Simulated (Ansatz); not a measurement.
**Moving the knobs of a GW run on TiO2 (I4/m)**

A base run on TiO2 (I4/m), then changed inputs.

Program: Ansatz 0.2.0. Level of theory: G0W0 on LDA, plane waves, PAW; PAW set soft_1. Results are calculated unless marked as measured.

## (1) Set-up

The structure is tetragonal, space group I4/m (No. 87). Conventional cell: a = 8.702 Å, b = 8.702 Å, c = 3.775 Å, α = 90.00°, β = 90.00°, γ = 90.00°. Nearest to Ti lie 6 O at 1.80 to 2.26 Å. Nearest to O lie 4 Ti at 1.95 to 2.26 Å. O has 2 Ti at 1.80 to 1.81 Å nearest. Farther neighbours and most contacts between anions are not listed.

The cell and positions are those that the Materials Project relaxed with its own functionals (PBE, PBE+U or r2SCAN), kept fixed. This is not the form that TiO2 usually takes at ambient conditions.

## (2) The base run: 4×4×4 mesh, 324 empty bands, screening to 100 eV, PAW set soft_1 files

G0W0 replaces the xc potential by the self-energy, built once from these orbitals. Only a window of levels is corrected, while the sums run over the empty bands that the input names. This step takes PAW set soft_1 files.

Input file input.yaml:

```yaml
crystal:
  lattice:
    - [-4.3507577183, 4.3507577183, 1.8875555959]
    - [4.3507577183, -4.3507577183, 1.8875555959]
    - [4.3507577183, 4.3507577183, -1.8875555959]
  atoms:
    - { symbol: Ti, position: [0.2922817, 0.00285525, 0.29513695] }
    - { symbol: Ti, position: [0.00285525, 0.7077183, 0.71057354] }
    - { symbol: Ti, position: [0.99714475, 0.2922817, 0.28942646] }
    - { symbol: Ti, position: [0.7077183, 0.99714475, 0.70486305] }
    - { symbol: O, position: [0.49886382, 0.15078472, 0.64964854] }
    - { symbol: O, position: [0.16166201, 0.8403974, 0.00205942] }
    - { symbol: O, position: [0.15078471, 0.50113618, 0.65192089] }
    - { symbol: O, position: [0.15960259, 0.16166201, 0.32126461] }
    - { symbol: O, position: [0.8403974, 0.83833799, 0.67873539] }
    - { symbol: O, position: [0.84921528, 0.49886382, 0.34807911] }
    - { symbol: O, position: [0.83833799, 0.15960259, 0.99794058] }
    - { symbol: O, position: [0.50113618, 0.84921529, 0.35035146] }
kpoints:
  mp_grid: { grid: [4, 4, 4] }
hamiltonian:
  xc: lda
  pseudopotentials: { kind: paw, azcp: { folder: soft_1 }, xc_functional: pbe }
scf:
  occupations: { method: fixed }
gw:
  n_empty_bands: 324
  ecut_chi: 100
  qp_bands: [v4, c4]
  qp_kpoints: band_edges
  screening: { model: contour_deformation }
```

On the command line:

```bash
$ ansatz run input.yaml --threads 2 --pin off --max-ram 92160MiB --backend cuda --events-out ev --progress --plain --runs-dir out --devices 1 --max-vram 13GiB
```

Numbers of over 12 decimals in the logs are rounded to 6 here.

Log:

```text
GPUs: using 1 of 1 available (devices: 1).
Engine: ansatz 0.2.0, x86_64-unknown-linux-gnu
Pseudopotentials: kind: paw
Pseudopotential: Ti, paw, valence charge 12, recommended cutoff 420 eV (normal), soft_1/Ti.paw.azcp
Pseudopotential: O, paw, valence charge 6, recommended cutoff 420 eV (normal), soft_1/O.paw.azcp
Functional definition: SPW92
  exchange = slater_x
  correlation = pw_c
device memory: the entry about to start is reckoned to put 2.9 GiB on a device that reports 45.3 GiB free (of which the cap on the GPU budget leaves the run 13.0 GiB)
GPU FFT provider: cuFFT
GPU libraries: cuBLAS 13.8.2, cuFFT 12.4.0, cuSOLVER 12.3.4
Crystal: 12 atoms, lattice volume = 142.919 Å³
Basis set: ecut = 420 eV, 2795 PW (Γ)
Bands: 60, of which v1, the nominal top of the filled ones, is band 48 counted from 1 (47 counted from 0)
Symmetry: 8 space group operations
Space group: I4/m (ITA 87), of the structure as read, at distance tolerance 5.2e-5 Å
k-points: 14 of 64
Non-local potential: Ti, projectors of the file, l = 0: 3, l = 1: 2, l = 2: 3, l = 3: 1
Non-local potential: O, projectors of the file, l = 0: 2, l = 1: 2, l = 2: 1
PAW form: soft (Blöchl's): semilocal exchange-correlation on the pseudo side does not see the compensation charge
PAW frozen core: Ti, regenerated for the run's functional, and the local potential with it (the file was generated under x = pbe(κ = 0.804, μ = 0.219515), c = pbe(β = 0.066725))
PAW frozen core: O, regenerated for the run's functional, and the local potential with it (the file was generated under x = pbe(κ = 0.804, μ = 0.219515), c = pbe(β = 0.066725))
PAW one-centre angular grid: Ti, 590 points (default); XC on 64 Gauss nodes
PAW one-centre angular grid: O, 110 points (default); XC on 64 Gauss nodes
Initial density: superposition of atomic densities (chi_scale 0.1, normalization cell, long waves kept (reshape's long-wave potential 0.09 eV rms))
Initial wavefunctions: pseudopotential atomic-orbital guess
GPU buffer pool allocated for 91125 grid points (all kernels)
GPU transforms: local potential and band sums: pruned to the plane-wave sphere, on 45×45×45
Functional: x = slater, c = lda
SCF iter   1: F=—  HF=-14261.271789 eV  |F-HF|=—  |Δ(HF+E_count)|=         —  Δρ=5.03e-2  dr2=4.39e0  ethr=3.10e-3  ⟨swp⟩=3.2  Hψ=2533  notcnv=0  defer=114
preconditioner: auto → Resta (q_TF=auto, 2.553 Å⁻¹)  ε∞=7.6  [insulator: Δε(μ)=1.144 eV  Ē_g=9.644 eV  n_scr=44 (ndim 8)  ℏωp=24.8 eV  f_vac=0.049  ε∞_Penn≈7.6]
SCF iter   2: F=—  HF=-14260.657959 eV  |F-HF|=—  |Δ(HF+E_count)|=   6.14e-1  Δρ=2.97e-2  dr2=1.47e0  ethr=3.10e-3  ⟨swp⟩=2.7  Hψ=1386  notcnv=0  defer=117
SCF iter   3: F=—  HF=-14260.408634 eV  |F-HF|=—  |Δ(HF+E_count)|=   2.49e-1  Δρ=2.33e-2  dr2=9.65e-1  ethr=1.53e-3  ⟨swp⟩=2.0  Hψ=1222  notcnv=0  defer=100
[...]
NSCF: frozen V_eff on 14 k-points
G₀W₀ screening: q 1/14
[... further progress lines ...]
device memory: the entry about to start is reckoned to put 1.2 GiB on a device that reports 47.6 GiB free (of which the cap on the GPU budget leaves the run 13.0 GiB)
NSCF: frozen V_eff on 1 k-points
SCF converged after 11 iterations
Free energy (F): -14260.244539 eV
Harris-Foulkes:  -14260.244539 eV  (|F-HF|=8.04e-10)
Internal energy: -14260.244539 eV  (E = F + TS)
E sigma→0 (E₀):  -14260.244539 eV
Fermi energy:    6.372895 eV
--- Per-component energies (eV) ---
  E_band       = -994.290620
  E_kinetic    = 2450.273808
  E_local      = -8204.967564  (includes V_loc(G=0)·N_el)
  E_nonlocal   = 681.154867
  E_hartree    = 3211.110383
  E_xc         = -1022.884416
  E_vxc        = -1303.201200  (∫ρ·V_xc dr)
  E_paw        = -5179.714391  (= ΣΔE_a)
  E_vpaw       = -1039.773439  (= ΣTr[D̂ρ^β])
  E_aug_tail   = 0.006017  (compensation charges beyond the density's cutoff)
  E_ewald      = -6197.302418
  E_core_change = 2.079174  (= ΣΔE_core)
  E_smearing   = -0.000000  (= −TS)
  E_closure    = -0.000000  (closes the sum)
  Σ components = -14260.244539   (vs F -14260.244539, Δ=0.00e0)
--- Band table (eV; the first three rows and the last of 14) ---
  k-point 0: bands = [... 44 lower, 5.4350, 5.4350, 5.4396, 5.6661, 7.8988, 9.3432, 9.3432, 9.4066, ... 8 higher]
  k-point 1: bands = [... 44 lower, 5.2082, 5.3909, 5.4611, 5.7369, 8.1397, 9.1749, 9.1974, 9.4540, ... 8 higher]
  k-point 2: bands = [... 44 lower, 5.1951, 5.4128, 5.4469, 5.6951, 8.5795, 8.8380, 9.0492, 9.6062, ... 8 higher]
  k-point 13: bands = [... 44 lower, 5.1375, 5.2127, 5.2127, 6.3729, 9.1695, 9.1695, 9.2207, 9.4164, ... 8 higher]
--- G₀W₀: contour deformation, 7 samples at zero and on the imaginary axis and 1 off it, 64 q-points, 324 empty bands' worth ---
  eigenvalues of the whole cell's RPA ε∞ on this k-mesh (on a slab, of 1 + 4πα/V) = 6.1659, 6.1659, 6.2697; static W/v taken at q = 0 is 0.160737
  gw.qp_kpoints: band_edges: 14 of 14 stored k-points solved, in 1 pass; an edge of the gap read off the rows below is read off those points alone
    ik  band        ε_KS         Σx   Σc(E_QP)       V_xc       Z   E_QP_lin       E_QP  E_QP is
     0    45      5.4350   -25.7513     4.6590   -21.0295  0.7190     5.3722     5.3723  root
     0    46      5.4350   -25.7513     4.6590   -21.0295  0.7190     5.3722     5.3723  root
     0    47      5.4396   -25.6655     4.6102   -20.9715  0.7238     5.3557     5.3559  root
     0    48      5.6661   -25.1664     4.6840   -20.3567  0.7107     5.5401     5.5404  root
     0    49      7.8988   -12.6245    -6.2409   -20.5081  0.7435     9.5927     9.5415  root
     0    50      9.3432   -14.1253    -6.5477   -22.3172  0.7180    11.0563    10.9874  root
     0    51      9.3432   -14.1253    -6.5477   -22.3172  0.7180    11.0563    10.9874  root
     0    52      9.4066   -14.1387    -7.0200   -22.8960  0.7144    11.2245    11.1440  root
[...]
13    49      9.1695   -13.2723    -7.0895   -22.0760  0.7181    10.9611    10.8837  root
    13    50      9.1695   -13.2723    -7.0895   -22.0760  0.7181    10.9611    10.8837  root
    13    51      9.2207   -13.7300    -6.2989   -21.6540  0.7264    10.9080    10.8457  root
    13    52      9.4164   -13.6432    -7.5331   -22.9470  0.7087    11.2791    11.1872  root
```

Wall time 33 s (1 × NVIDIA H100 80GB HBM3 (shared by 6 runs) with 2 threads of AMD EPYC 7R13 (Zen 3), shared host); peak memory 1.6 GiB.

In the SCF lines HF is the Harris–Foulkes energy and dr2 the Hartree energy of the density residual, in eV; the loop may stop once dr2 is under the threshold and the program's other checks hold. Hψ counts applications of the Hamiltonian.

Numbers from this step:

* bands summed: 372
* RPA ε∞ on this mesh (eigenvalues): 6.166, 6.166, 6.270
* plane waves in the screening matrix: 331
* q-points in the mesh: 64
* G0W0 gap on the mesh: 3.220 eV
* k of the valence top: -0.5, -0.5, -0.5
* k of the conduction bottom: 0, 0, 0
* starting gap on the mesh: 1.526 eV
* Z at the valence top: 0.7170
* Z at the conduction bottom: 0.7435
* least direct G0W0 gap on the computed points: 4.001 eV

The gap on the mesh goes from 1.53 eV to 3.22 eV, a correction of +1.69 eV. Between the two edge states, bare exchange in place of the xc potential would open the gap by 12.44 eV, and correlation takes back 10.75 eV.

## (3) Variant: accuracy level

Edit input.yaml of step 2 so:

```diff
@@ -31 +31,2 @@
   screening: { model: contour_deformation }
+accuracy: high
```

Log:

```text
GPUs: using 1 of 1 available (devices: 1).
[...]
GPU FFT provider: cuFFT
GPU libraries: cuBLAS 13.8.2, cuFFT 12.4.0, cuSOLVER 12.3.4
Crystal: 12 atoms, lattice volume = 142.919 Å³
Basis set: ecut = 420 eV, 2795 PW (Γ)
Bands: 60, of which v1, the nominal top of the filled ones, is band 48 counted from 1 (47 counted from 0)
[... 1 set-up line as in the run before ...]
[...]
k-points: 14 of 64
[...]
GPU buffer pool allocated for 125000 grid points (all kernels)
[...]
SCF iter   1: F=—  HF=-14261.271787 eV  |F-HF|=—  |Δ(HF+E_count)|=         —  Δρ=5.03e-2  dr2=4.39e0  ethr=3.10e-3  ⟨swp⟩=3.2  Hψ=2533  notcnv=0  defer=114
[...]
SCF iter  11: F=-14260.244538 eV  HF=-14260.244538 eV  |F-HF|=8.09e-10  |Δ(HF+E_count)|=   3.36e-8  Δρ=3.49e-6  dr2=1.62e-8  ethr=1.04e-10  ⟨swp⟩=9.7  Hψ=2664  notcnv=0
SCF 1 converged in 11 iterations: F = -14260.244538 eV  dr2 = 1.62e-8
[...]
NSCF: frozen V_eff on 14 k-points
[...]
G₀W₀ screening: q 1/14
[... further progress lines ...]
[...]
SCF converged after 11 iterations
Free energy (F): -14260.244538 eV
[...]
Internal energy: -14260.244538 eV  (E = F + TS)
E sigma→0 (E₀):  -14260.244538 eV
Fermi energy:    6.372895 eV
[...]
--- Band table (eV; the first three rows and the last of 14) ---
  k-point 0: bands = [... 44 lower, 5.4350, 5.4350, 5.4396, 5.6661, 7.8988, 9.3432, 9.3432, 9.4066, ... 8 higher]
  k-point 1: bands = [... 44 lower, 5.2082, 5.3909, 5.4611, 5.7369, 8.1397, 9.1749, 9.1974, 9.4540, ... 8 higher]
  k-point 2: bands = [... 44 lower, 5.1951, 5.4128, 5.4469, 5.6951, 8.5795, 8.8380, 9.0492, 9.6062, ... 8 higher]
  k-point 13: bands = [... 44 lower, 5.1375, 5.2127, 5.2127, 6.3729, 9.1695, 9.1695, 9.2207, 9.4164, ... 8 higher]
[...]
0    45      5.4350   -25.7513     4.6590   -21.0295  0.7190     5.3722     5.3723  root
     0    46      5.4350   -25.7513     4.6590   -21.0295  0.7190     5.3722     5.3723  root
     0    47      5.4396   -25.6655     4.6102   -20.9715  0.7238     5.3557     5.3559  root
     0    48      5.6661   -25.1664     4.6841   -20.3567  0.7107     5.5401     5.5404  root
     0    49      7.8988   -12.6245    -6.2407   -20.5081  0.7435     9.5927     9.5417  root
     0    50      9.3432   -14.1253    -6.5489   -22.3172  0.7179    11.0561    10.9862  root
     0    51      9.3432   -14.1253    -6.5489   -22.3172  0.7179    11.0561    10.9862  root
     0    52      9.4066   -14.1387    -7.0207   -22.8960  0.7147    11.2251    11.1432  root
[...]
13    49      9.1695   -13.2723    -7.0904   -22.0760  0.7181    10.9609    10.8828  root
    13    50      9.1695   -13.2723    -7.0904   -22.0760  0.7181    10.9609    10.8828  root
    13    51      9.2207   -13.7300    -6.2999   -21.6540  0.7263    10.9078    10.8447  root
    13    52      9.4164   -13.6432    -7.5351   -22.9470  0.7092    11.2803    11.1851  root
```

It took 46 s on 1 × NVIDIA H100 80GB HBM3 (shared by 6 runs) with 2 threads; peak memory 1.6 GiB; 76 s of CPU time.

The G0W0 gap on the mesh is 3.221 eV.

Against the base:

| setting | base | variant |
| --- | --- | --- |
| accuracy | - | high |

| quantity | variant | base |
| --- | --- | --- |
| starting gap on the mesh | 1.526 | 1.526 |
| G0W0 gap on the mesh | 3.221 | 3.220 |
| least direct G0W0 gap on the computed points | 4.001 | 4.001 |
| Z at the valence top | 0.717 | 0.717 |
| Z at the conduction bottom | 0.744 | 0.744 |

## (4) Variant: guard bands

Edit input.yaml of step 3 so:

```diff
@@ -26,4 +26,4 @@
 gw:
-  n_empty_bands: 324
-  ecut_chi: 100
+  n_empty_bands: 232
+  ecut_chi: 80
   qp_bands: [v4, c4]
@@ -31,2 +31,2 @@
   screening: { model: contour_deformation }
-accuracy: high
+  n_guard_bands: 2
```

Log:

```text
GPUs: using 1 of 1 available (devices: 1).
[...]
GPU FFT provider: cuFFT
GPU libraries: cuBLAS 13.8.2, cuFFT 12.4.0, cuSOLVER 12.3.4
Crystal: 12 atoms, lattice volume = 142.919 Å³
Basis set: ecut = 420 eV, 2795 PW (Γ)
Bands: 60, of which v1, the nominal top of the filled ones, is band 48 counted from 1 (47 counted from 0)
[... 1 set-up line as in the run before ...]
[...]
k-points: 14 of 64
[...]
GPU buffer pool allocated for 91125 grid points (all kernels)
[...]
SCF iter   1: F=—  HF=-14261.271789 eV  |F-HF|=—  |Δ(HF+E_count)|=         —  Δρ=5.03e-2  dr2=4.39e0  ethr=3.10e-3  ⟨swp⟩=3.2  Hψ=2533  notcnv=0  defer=114
[...]
SCF iter  11: F=-14260.244539 eV  HF=-14260.244539 eV  |F-HF|=8.04e-10  |Δ(HF+E_count)|=   3.36e-8  Δρ=3.49e-6  dr2=1.62e-8  ethr=1.04e-10  ⟨swp⟩=9.7  Hψ=2664  notcnv=0
SCF 1 converged in 11 iterations: F = -14260.244539 eV  dr2 = 1.62e-8
[...]
G₀W₀ screening: q 1/14
[... further progress lines ...]
[...]
SCF converged after 11 iterations
Free energy (F): -14260.244539 eV
[...]
Internal energy: -14260.244539 eV  (E = F + TS)
E sigma→0 (E₀):  -14260.244539 eV
Fermi energy:    6.372895 eV
[...]
--- Band table (eV; the first three rows and the last of 14) ---
  k-point 0: bands = [... 44 lower, 5.4350, 5.4350, 5.4396, 5.6661, 7.8988, 9.3432, 9.3432, 9.4066, ... 8 higher]
  k-point 1: bands = [... 44 lower, 5.2082, 5.3909, 5.4611, 5.7369, 8.1397, 9.1749, 9.1974, 9.4540, ... 8 higher]
  k-point 2: bands = [... 44 lower, 5.1951, 5.4128, 5.4469, 5.6951, 8.5795, 8.8380, 9.0492, 9.6062, ... 8 higher]
  k-point 13: bands = [... 44 lower, 5.1375, 5.2127, 5.2127, 6.3729, 9.1695, 9.1695, 9.2207, 9.4164, ... 8 higher]
[...]
`?` marks the rows in doubt; gw_qp.tsv's column doubts and the gw_qp event give each row's grounds
[...]
0    45      5.4350   -25.7513     4.7652   -21.0295  0.7213     5.4784     5.4784  root
     0    46      5.4350   -25.7513     4.7652   -21.0295  0.7213     5.4784     5.4784  root
     0    47      5.4396   -25.6655     4.7164   -20.9715  0.7261     5.4620     5.4620  root
     0    48      5.6661   -25.1664     4.7735   -20.3567  0.7131     5.6298     5.6298  root
     0    49      7.8988   -12.6245    -6.1186   -20.5081  0.7451     9.7244     9.6637  root
     0    50      9.3432   -14.1253    -6.4198   -22.3172  0.7199    11.1973    11.1153  root
     0    51      9.3432   -14.1253    -6.4198   -22.3172  0.7199    11.1973    11.1153  root
     0    52      9.4066   -14.1387    -6.8824   -22.8960  0.7163    11.3781    11.2815  root
[...]
2    52      9.6062   -13.6715    -7.2606   -22.7899  0.7099    11.5682    11.4641  root ?
[...]
12    52      9.5576   -13.6540    -7.2960   -22.8179  0.7100    11.5308    11.4255  root ?
[...]
13    48      6.3729   -25.8163     4.6082   -21.2578  0.7196     6.4225     6.4226  root
    13    49      9.1695   -13.2723    -6.9633   -22.0760  0.7199    11.1013    11.0099  root
    13    50      9.1695   -13.2723    -6.9633   -22.0760  0.7199    11.1013    11.0099  root
    13    51      9.2207   -13.7300    -6.1720   -21.6540  0.7281    11.0468    10.9726  root
    13    52      9.4164   -13.6432    -7.4028   -22.9470  0.7105    11.4263    11.3174  root ?
```

The job ended after 31 s (1 × NVIDIA H100 80GB HBM3 (shared by 6 runs) with 2 threads; peak memory 1.4 GiB).

The G0W0 gap on the mesh is 3.241 eV.

Against the base:

| setting | base | variant |
| --- | --- | --- |
| empty bands | 324 | 232 |
| screening cutoff (eV) | 100 | 80 |
| n guard bands | - | 2 |

| quantity | variant | base |
| --- | --- | --- |
| starting gap on the mesh | 1.526 | 1.526 |
| G0W0 gap on the mesh | 3.241 | 3.220 |
| least direct G0W0 gap on the computed points | 4.034 | 4.001 |
| Z at the valence top | 0.720 | 0.717 |
| Z at the conduction bottom | 0.745 | 0.744 |

## (5) Summary of results

| Quantity | Value |
| --- | --- |
| base | 3.22 eV, 33 s |
| accuracy level | 3.22 eV, 46 s |
| guard bands | 3.24 eV, 31 s |

In words: Accuracy level: the gap moves by +0.0002 eV. Guard bands: the gap moves by +0.02 eV. The variant differs from the base in empty bands, screening cutoff and n guard bands together, so the change can't be laid to one of them. All runs here use a coarse mesh and modest cutoffs; they test settings and are not final values.

[Paths, hosts, dates, memory and timing lines, banners, echoed tables and standing remarks are left out of the program output.]

[Logs are printed without paths, hosts, clocks, repeated set-up lines and the standing remarks that a program may print on its own settings, such as how far it seeks lower states.]

[Runs of the session that timed out or met a known fault of the program may be left out.]

[Cells called generated may have been cut or substituted from an entry of the Crystallography Open Database or the Materials Project.]

[Hosts, paths, dates, database ids (printed as entryN), source tags and the programs' standing remarks are cut or masked in the printed files.]
